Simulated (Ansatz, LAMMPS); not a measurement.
# Site preference of Zn in place of Ga in amorphous Ga2O3 (95 atoms)

Aim: make Zn in place of Ga at several sites of amorphous Ga2O3 (95 atoms), relax each, and compare their energies.

Program: Ansatz 0.2.0. Level of theory: Kohn-Sham DFT, PBE, PAW (set soft_2), plane waves. Results are calculated unless marked as measured.

### 1. Set-up

The cell holds 95 atoms: 38 Ga and 57 O. Cell: a = 10.839 Å, b = 10.839 Å, c = 10.839 Å, α = 90.0°, β = 90.0°, γ = 90.0°. 95 atoms (38 Fe, 57 O) placed at random at 3.99 g/cm³, melted at 5000 K for 10 ps at fixed volume with the Morse and Coulomb pair potential with partial charges (Pedone, Malavasi, Menziani, Cormack and Segre, J. Phys. Chem. B 110, 11780 (2006)). Quenched from 5000 K to 300 K at 50 K/ps and fixed volume, held 5 ps, then minimised at fixed cell. Then Fe was replaced by Ga and the cell scaled by 1.003 (the potential has no terms for the new elements, so the cell is a start for a DFT relaxation).

What the set-up can't give: The quench rate of 50 K/ps far exceeds what a furnace or splat quench reaches, so expect more defects and frozen-in strain than in a real sample. The network of bonds at the start is that of the classical potential that made the cell, and needn't be the one that DFT or experiment would give. Only the Γ point is sampled, in a cell whose shortest periodic width is 11 Å.

### 2. Single point at the start

A single point comes first, to see the forces before anything moves.

The input, input.yaml:

```yaml
crystal:
  lattice:
    - [10.83912, 0.0, 0.0]
    - [0.0, 10.83912, 0.0]
    - [0.0, 0.0, 10.83912]
  atoms:
    - { symbol: Ga, position: [0.9975, 0.00259, 0.6775] }
    - { symbol: Ga, position: [0.62583, 0.25693, 0.34623] }
    - { symbol: Ga, position: [0.12752, 0.1652, 0.21139] }
    - { symbol: Ga, position: [0.57848, 0.70638, 0.65184] }
    - { symbol: Ga, position: [0.16449, 0.98838, 0.45632] }
    - { symbol: Ga, position: [0.77488, 0.18464, 0.84208] }
    - { symbol: Ga, position: [0.39611, 0.03436, 0.64281] }
    - { symbol: Ga, position: [0.68667, 0.99963, 0.04736] }
    - { symbol: Ga, position: [0.10321, 0.68354, 0.47593] }
    - { symbol: Ga, position: [0.85111, 0.19692, 0.55585] }
    - { symbol: Ga, position: [0.09845, 0.65638, 0.9799] }
    - { symbol: Ga, position: [0.86342, 0.31279, 0.12945] }
    - { symbol: Ga, position: [0.15628, 0.55413, 0.72711] }
    - { symbol: Ga, position: [0.81308, 0.78797, 0.50042] }
    - { symbol: Ga, position: [0.39142, 0.78823, 0.426] }
    - { symbol: Ga, position: [0.19132, 0.07741, 0.92816] }
    - { symbol: Ga, position: [0.26032, 0.28362, 0.68502] }
    - { symbol: Ga, position: [0.73541, 0.45599, 0.6146] }
    - { symbol: Ga, position: [0.17665, 0.88536, 0.19643] }
    - { symbol: Ga, position: [0.13233, 0.45935, 0.21473] }
    - { symbol: Ga, position: [0.92506, 0.82488, 0.24213] }
    - { symbol: Ga, position: [0.97894, 0.35734, 0.80892] }
    - { symbol: Ga, position: [0.4228, 0.99274, 0.17847] }
    - { symbol: Ga, position: [0.61854, 0.98051, 0.40127] }
    - { symbol: Ga, position: [0.50122, 0.3876, 0.80913] }
    - { symbol: Ga, position: [0.89223, 0.0592, 0.33713] }
    - { symbol: Ga, position: [0.39657, 0.5214, 0.58723] }
    - { symbol: Ga, position: [0.475, 0.08269, 0.88983] }
    - { symbol: Ga, position: [0.86998, 0.66987, 0.74083] }
    - { symbol: Ga, position: [0.26125, 0.80297, 0.69195] }
    - { symbol: Ga, position: [0.3868, 0.82781, 0.92136] }
    - { symbol: Ga, position: [0.70502, 0.93221, 0.7208] }
    - { symbol: Ga, position: [0.0623, 0.38014, 0.47513] }
    - { symbol: Ga, position: [0.33494, 0.21645, 0.41114] }
    - { symbol: Ga, position: [0.52035, 0.24598, 0.10284] }
    - { symbol: Ga, position: [0.24703, 0.38793, 0.96789] }
    - { symbol: Ga, position: [0.93928, 0.90157, 0.95245] }
    - { symbol: Ga, position: [0.58582, 0.20009, 0.62735] }
    - { symbol: O, position: [0.45583, 0.25583, 0.2812] }
    - { symbol: O, position: [0.54482, 0.01651, 0.74091] }
    - { symbol: O, position: [0.35469, 0.89374, 0.55846] }
    - { symbol: O, position: [0.1268, 0.52118, 0.38816] }
    - { symbol: O, position: [0.27228, 0.05282, 0.30624] }
    - { symbol: O, position: [0.20768, 0.54938, 0.07991] }
    - { symbol: O, position: [0.38577, 0.1158, 0.0431] }
    - { symbol: O, position: [0.05266, 0.77805, 0.11874] }
    - { symbol: O, position: [0.9528, 0.73604, 0.39599] }
    - { symbol: O, position: [0.62326, 0.15976, 0.96267] }
    - { symbol: O, position: [0.31758, 0.86376, 0.09135] }
    - { symbol: O, position: [0.98151, 0.08489, 0.5038] }
    - { symbol: O, position: [0.11628, 0.38556, 0.64379] }
    - { symbol: O, position: [0.94299, 0.18047, 0.22288] }
    - { symbol: O, position: [0.68938, 0.30441, 0.18409] }
    - { symbol: O, position: [0.31723, 0.98496, 0.82476] }
    - { symbol: O, position: [0.5337, 0.92465, 0.9834] }
    - { symbol: O, position: [0.18417, 0.30461, 0.1169] }
    - { symbol: O, position: [0.15458, 0.26651, 0.36744] }
    - { symbol: O, position: [0.35525, 0.35727, 0.53171] }
    - { symbol: O, position: [0.89175, 0.35591, 0.50871] }
    - { symbol: O, position: [0.02208, 0.64408, 0.64191] }
    - { symbol: O, position: [0.49993, 0.11136, 0.49502] }
    - { symbol: O, position: [0.43953, 0.35716, 0.97323] }
    - { symbol: O, position: [0.96588, 0.44254, 0.17804] }
    - { symbol: O, position: [0.21966, 0.79731, 0.36606] }
    - { symbol: O, position: [0.85562, 0.47875, 0.74981] }
    - { symbol: O, position: [0.70507, 0.75793, 0.7724] }
    - { symbol: O, position: [0.48136, 0.89181, 0.32063] }
    - { symbol: O, position: [0.05206, 0.98986, 0.84637] }
    - { symbol: O, position: [0.88084, 0.27861, 0.95416] }
    - { symbol: O, position: [0.74512, 0.13673, 0.40293] }
    - { symbol: O, position: [0.66077, 0.30266, 0.75916] }
    - { symbol: O, position: [0.55293, 0.51534, 0.68944] }
    - { symbol: O, position: [0.09162, 0.48416, 0.87776] }
    - { symbol: O, position: [0.43584, 0.76239, 0.75787] }
    - { symbol: O, position: [0.93457, 0.20085, 0.72454] }
    - { symbol: O, position: [0.21211, 0.72367, 0.85015] }
    - { symbol: O, position: [0.25146, 0.12696, 0.5725] }
    - { symbol: O, position: [0.04201, 0.95991, 0.30603] }
    [... 11 atom lines left out ...]
    - { symbol: O, position: [0.63907, 0.33066, 0.51354] }
    - { symbol: O, position: [0.1312, 0.03649, 0.08578] }
    - { symbol: O, position: [0.87079, 0.88173, 0.64311] }
    - { symbol: O, position: [0.95184, 0.73398, 0.89043] }
    - { symbol: O, position: [0.84148, 0.92413, 0.10744] }
    - { symbol: O, position: [0.19632, 0.24003, 0.85391] }
kpoints:
  mp_grid: { grid: [1, 1, 1] }
hamiltonian:
  xc: pbe
scf:
  occupations: { method: fixed }
output:
  forces: true
```

Started as:

```bash
> ansatz run input.yaml --threads 4 --pin off --max-ram 8192MiB --backend cpu --events-out ev --progress --plain --runs-dir out
```

Numbers of over 12 decimals in the logs are rounded to 6 here.

Log:

```text
[...]
Pseudopotentials: kind: paw
Pseudopotential: Ga, paw, valence charge 13, recommended cutoff 420 eV (normal), Ga.paw.azcp
Pseudopotential: O, paw, valence charge 6, recommended cutoff 420 eV (normal), O.paw.azcp
[...]
Crystal: 95 atoms, lattice volume = 1273.451 Å³
Basis set: ecut = 420 eV, 24885 PW (Γ), exchange–correlation on 150×150×150 points (8 copies of the dense FFT grid, shifted against one another)
Bands: 513, of which v1, the nominal top of the filled ones, is band 418 counted from 1 (417 counted from 0)
Symmetry: 1 space group operations
Space group: P1 (ITA 1), of the structure as read, at distance tolerance 1.1e-4 Å
k-points: 1
[...]
Initial density: superposition of atomic densities (neutral atoms: chi_scale 0, normalization atom), corrected by the library's trained network
Initial wavefunctions: pseudopotential atomic-orbital guess
[...]
SCF iter   1: F=—  HF=-176107.748683 eV  |F-HF|=—  |Δ(HF+E_count)|=         —  Δρ=2.64e-3  dr2=1.10e-1  ethr=1.77e-3  ⟨swp⟩=5.0  Hψ=1428  notcnv=0  defer=93
preconditioner: auto → Resta (q_TF=auto, 2.543 Å⁻¹)  ε∞=4.4  [insulator: Δε(μ)=0.664 eV  Ē_g=16.418 eV  n_scr=364 (ndim 8)  ℏωp=30.1 eV  f_vac=0.169  ε∞_Penn≈4.4  vacuum switching on, ρ_ref=2.0e-2 e/Å³]
[...]
SCF iter   9: F=—  HF=-176107.718331 eV  |F-HF|=—  |Δ(HF+E_count)|=   1.64e-7  Δρ=3.20e-6  dr2=1.27e-7  ethr=1.20e-11  ⟨swp⟩=4.0  Hψ=1728  notcnv=0
SCF iter  10: F=-176107.718331 eV  HF=-176107.718331 eV  |F-HF|=3.75e-9  |Δ(HF+E_count)|=   2.68e-9  Δρ=1.02e-6  dr2=1.15e-8  ethr=1.20e-11  ⟨swp⟩=4.0  Hψ=1376  notcnv=0
SCF 1 converged in 10 iterations: F = -176107.718331 eV  dr2 = 1.15e-8
[...]
SCF converged after 10 iterations
Free energy (F): -176107.718331 eV
Harris-Foulkes:  -176107.718331 eV  (|F-HF|=3.75e-9)
Internal energy: -176107.718331 eV  (E = F + TS)
E sigma→0 (E₀):  -176107.718331 eV
Fermi energy:    5.605726 eV
--- Per-component energies (eV) ---
[...]
Σ components = -176107.718331   (vs F -176107.718331, Δ=0.00e0)
--- Forces (eV/Å), atoms counted from 1 ---
  atom   1  Ga    -0.04902173    -0.67803499    -0.44626519
  atom   2  Ga     0.25896557     0.56300593    -0.19516905
  atom   3  Ga    -0.28411291     0.65663241    -0.30098238
  atom   4  Ga     0.32415813     0.19899887     0.36054745
[...]
atom  95  O     -0.05325520     0.15674152     0.39265878
  max |Σ_I F_I| component: 7.11e-5 eV/Å
```

It took 11 s on 4 threads of Intel Xeon Platinum 8488C (Sapphire Rapids), shared host; peak memory 2 GiB; 42 s of CPU time.

The r.m.s. force at the start is 0.35 eV/Å.

### 3. Relaxation

With the cell held, the atoms are moved downhill towards a nearby minimum.

The input, input.yaml:

```yaml
crystal:
  lattice:
    - [10.83912, 0.0, 0.0]
    - [0.0, 10.83912, 0.0]
    - [0.0, 0.0, 10.83912]
  atoms:
    [... the 95 atom lines of step 2 ...]
kpoints:
  mp_grid: { grid: [1, 1, 1] }
hamiltonian:
  xc: pbe
scf:
  occupations: { method: fixed }
output:
  forces: true
relax:
  f_tol: 0.05
  max_steps: 120
```

Log:

```text
[...]
Crystal: 95 atoms, lattice volume = 1273.451 Å³
Basis set: ecut = 420 eV, 24885 PW (Γ), exchange–correlation on 150×150×150 points (8 copies of the dense FFT grid, shifted against one another)
Bands: 513, of which v1, the nominal top of the filled ones, is band 418 counted from 1 (417 counted from 0)
Symmetry: 1 space group operations
[...]
k-points: 1
[...]
SCF iter   1: F=—  HF=-176107.748685 eV  |F-HF|=—  |Δ(HF+E_count)|=         —  Δρ=2.64e-3  dr2=1.10e-1  ethr=1.77e-3  ⟨swp⟩=5.0  Hψ=1428  notcnv=0  defer=93
[...]
SCF iter   5: F=—  HF=-176107.718326 eV  |F-HF|=—  |Δ(HF+E_count)|=   3.78e-5  Δρ=1.33e-4  dr2=2.13e-4  ethr=7.44e-8  ⟨swp⟩=3.0  Hψ=802  notcnv=0  defer=93
SCF iter   6: F=-176107.718324 eV  HF=-176107.718327 eV  |F-HF|=3.21e-6  |Δ(HF+E_count)|=   8.19e-7  Δρ=3.54e-5  dr2=1.65e-5  ethr=7.48e-9  ⟨swp⟩=3.0  Hψ=2076  notcnv=0
SCF 1 converged in 6 iterations: F = -176107.718324 eV  dr2 = 1.65e-5
[...]
relax step   1: F+E_penalty+E_count = -176107.71832392 eV  Δ(F+E_penalty+E_count) = +0.000e0 eV  max|allowed force component| = 1.009e0 eV/Å  Δτ_max = 0.0000 Å  (6 SCF iters, dr2 threshold 6.25e-5 eV, accepted)
[...]
relax step   2: F+E_penalty+E_count = -176109.35623976 eV  Δ(F+E_penalty+E_count) = -1.638e0 eV  max|allowed force component| = 7.050e-1 eV/Å  Δτ_max = 0.1932 Å  (7 SCF iters, dr2 threshold 6.36e-5 eV, accepted)
[...]
relax step   3: F+E_penalty+E_count = -176110.59638403 eV  Δ(F+E_penalty+E_count) = -1.240e0 eV  max|allowed force component| = 7.173e-1 eV/Å  Δτ_max = 0.1834 Å  (8 SCF iters, dr2 threshold 3.11e-5 eV, accepted)
relax step   4: F+E_penalty+E_count = -176111.81068927 eV  Δ(F+E_penalty+E_count) = -1.214e0 eV  max|allowed force component| = 4.870e-1 eV/Å  Δτ_max = 0.2000 Å  (7 SCF iters, dr2 threshold 1.00e-4 eV, accepted)
relax step   5: F+E_penalty+E_count = -176112.78067435 eV  Δ(F+E_penalty+E_count) = -9.700e-1 eV  max|allowed force component| = 4.315e-1 eV/Å  Δτ_max = 0.2000 Å  (7 SCF iters, dr2 threshold 1.00e-4 eV, accepted)
relax step   6: F+E_penalty+E_count = -176113.43254325 eV  Δ(F+E_penalty+E_count) = -6.519e-1 eV  max|allowed force component| = 4.747e-1 eV/Å  Δτ_max = 0.1961 Å  (7 SCF iters, dr2 threshold 8.58e-5 eV, accepted)
relax step   7: F+E_penalty+E_count = -176113.91076046 eV  Δ(F+E_penalty+E_count) = -4.782e-1 eV  max|allowed force component| = 2.642e-1 eV/Å  Δτ_max = 0.2000 Å  (7 SCF iters, dr2 threshold 1.00e-4 eV, accepted)
relax step   8: F+E_penalty+E_count = -176114.20813600 eV  Δ(F+E_penalty+E_count) = -2.974e-1 eV  max|allowed force component| = 3.321e-1 eV/Å  Δτ_max = 0.1951 Å  (8 SCF iters, dr2 threshold 2.16e-5 eV, accepted)
relax step   9: F+E_penalty+E_count = -176114.44573236 eV  Δ(F+E_penalty+E_count) = -2.376e-1 eV  max|allowed force component| = 3.724e-1 eV/Å  Δτ_max = 0.2000 Å  (7 SCF iters, dr2 threshold 3.42e-5 eV, accepted)
relax step  10: F+E_penalty+E_count = -176114.70114472 eV  Δ(F+E_penalty+E_count) = -2.554e-1 eV  max|allowed force component| = 1.815e-1 eV/Å  Δτ_max = 0.2000 Å  (7 SCF iters, dr2 threshold 1.00e-4 eV, accepted)
relax step  11: F+E_penalty+E_count = -176114.86748329 eV  Δ(F+E_penalty+E_count) = -1.663e-1 eV  max|allowed force component| = 2.448e-1 eV/Å  Δτ_max = 0.2000 Å  (8 SCF iters, dr2 threshold 7.82e-6 eV, accepted)
relax step  12: F+E_penalty+E_count = -176114.92039005 eV  Δ(F+E_penalty+E_count) = -5.291e-2 eV  max|allowed force component| = 7.002e-1 eV/Å  Δτ_max = 0.1963 Å  (8 SCF iters, dr2 threshold 1.42e-5 eV, accepted)
relax step  13: F+E_penalty+E_count = -176115.25570126 eV  Δ(F+E_penalty+E_count) = -3.353e-1 eV  max|allowed force component| = 4.703e-1 eV/Å  Δτ_max = 0.2000 Å  (7 SCF iters, dr2 threshold 1.00e-4 eV, accepted)
relax step  14: F+E_penalty+E_count = -176115.45941648 eV  Δ(F+E_penalty+E_count) = -2.037e-1 eV  max|allowed force component| = 4.592e-1 eV/Å  Δτ_max = 0.1954 Å  (7 SCF iters, dr2 threshold 9.97e-5 eV, accepted)
relax step  15: F+E_penalty+E_count = -176115.62061398 eV  Δ(F+E_penalty+E_count) = -1.612e-1 eV  max|allowed force component| = 1.012e-1 eV/Å  Δτ_max = 0.2000 Å  (7 SCF iters, dr2 threshold 9.51e-5 eV, accepted)
relax step  16: F+E_penalty+E_count = -176115.71096676 eV  Δ(F+E_penalty+E_count) = -9.035e-2 eV  max|allowed force component| = 8.608e-2 eV/Å  Δτ_max = 0.2000 Å  (11 SCF iters, accepted)
relax step  17: F+E_penalty+E_count = -176115.72139049 eV  Δ(F+E_penalty+E_count) = -1.042e-2 eV  max|allowed force component| = 2.708e-1 eV/Å  Δτ_max = 0.1474 Å  (10 SCF iters, accepted)
relax step  18: F+E_penalty+E_count = -176115.85549141 eV  Δ(F+E_penalty+E_count) = -1.341e-1 eV  max|allowed force component| = 9.839e-2 eV/Å  Δτ_max = 0.2000 Å  (7 SCF iters, dr2 threshold 5.31e-5 eV, accepted)
relax step  19: F+E_penalty+E_count = -176115.88044152 eV  Δ(F+E_penalty+E_count) = -2.495e-2 eV  max|allowed force component| = 1.316e-1 eV/Å  Δτ_max = 0.2000 Å  (11 SCF iters, accepted)
relax step  20: F+E_penalty+E_count = -176115.88077667 eV  Δ(F+E_penalty+E_count) = -3.352e-4 eV  max|allowed force component| = 1.555e-1 eV/Å  Δτ_max = 0.0549 Å  (9 SCF iters, accepted)
relax step  21: F+E_penalty+E_count = -176115.90088699 eV  Δ(F+E_penalty+E_count) = -2.011e-2 eV  max|allowed force component| = 2.188e-1 eV/Å  Δτ_max = 0.2000 Å  (7 SCF iters, dr2 threshold 2.42e-5 eV, accepted)
relax step  22: F+E_penalty+E_count = -176115.90463128 eV  Δ(F+E_penalty+E_count) = -3.744e-3 eV  max|allowed force component| = 2.253e-1 eV/Å  Δτ_max = 0.1124 Å  (6 SCF iters, dr2 threshold 4.79e-5 eV, accepted)
relax step  23: F+E_penalty+E_count = -176115.96813372 eV  Δ(F+E_penalty+E_count) = -6.350e-2 eV  max|allowed force component| = 1.248e-1 eV/Å  Δτ_max = 0.2000 Å  (7 SCF iters, dr2 threshold 5.08e-5 eV, accepted)
relax step  24: F+E_penalty+E_count = -176115.98571025 eV  Δ(F+E_penalty+E_count) = -1.758e-2 eV  max|allowed force component| = 8.827e-2 eV/Å  Δτ_max = 0.2000 Å  (8 SCF iters, dr2 threshold 4.77e-6 eV, accepted)
[...]
relax step  25: F+E_penalty+E_count = -176115.99569490 eV  Δ(F+E_penalty+E_count) = -9.985e-3 eV  max|allowed force component| = 2.847e-2 eV/Å  Δτ_max = 0.0256 Å  (9 SCF iters, accepted)
SCF converged after 9 iterations
Free energy (F): -176115.995695 eV
[...]
Internal energy: -176115.995695 eV  (E = F + TS)
E sigma→0 (E₀):  -176115.995695 eV
Fermi energy:    5.204651 eV
[...]
Σ components = -176115.995695   (vs F -176115.995695, Δ=0.00e0)
--- Forces (eV/Å), atoms counted from 1 ---
  atom   1  Ga    -0.00392744    -0.01387329     0.00962723
  atom   2  Ga    -0.01138985     0.00013854     0.00635985
  atom   3  Ga    -0.00075165    -0.00777003    -0.01280415
  atom   4  Ga     0.00297077     0.01453640     0.00509785
[...]
atom  95  O      0.00267283     0.00992278    -0.00114392
  max |Σ_I F_I| component: 2.94e-5 eV/Å
--- Relaxed structure (25 steps of the walk, 25 accepted, 0 SCFs on fresh bases) ---
  F+E_penalty+E_count = -176115.99569490 eV   max|allowed force component| = 2.847e-2 eV/Å
  atoms:
    - { symbol: Ga, position: [0.996276, -0.051039, 0.659714] }
    - { symbol: Ga, position: [0.640885, 0.241023, 0.391607] }
    - { symbol: Ga, position: [0.144746, 0.159853, 0.204860] }
    - { symbol: Ga, position: [0.592418, 0.719868, 0.598437] }
[...]
- { symbol: O, position: [0.189357, 0.258124, 0.865665] }
```

Wall time 3.7 min (4 threads); peak memory 2 GiB; 14 min of CPU time.

The relaxation converged after 25 steps, 8.28 eV below its start, with a largest force component of 0.028 eV/Å.

[end of part 1 of 3]

[Logs are printed without paths, hosts, clocks, repeated set-up lines and the standing remarks that a program may print on its own settings, such as how far it seeks lower states.]

[Hosts, paths, dates, database ids (printed as entryN), source tags and the programs' standing remarks are cut or masked in the printed files.]
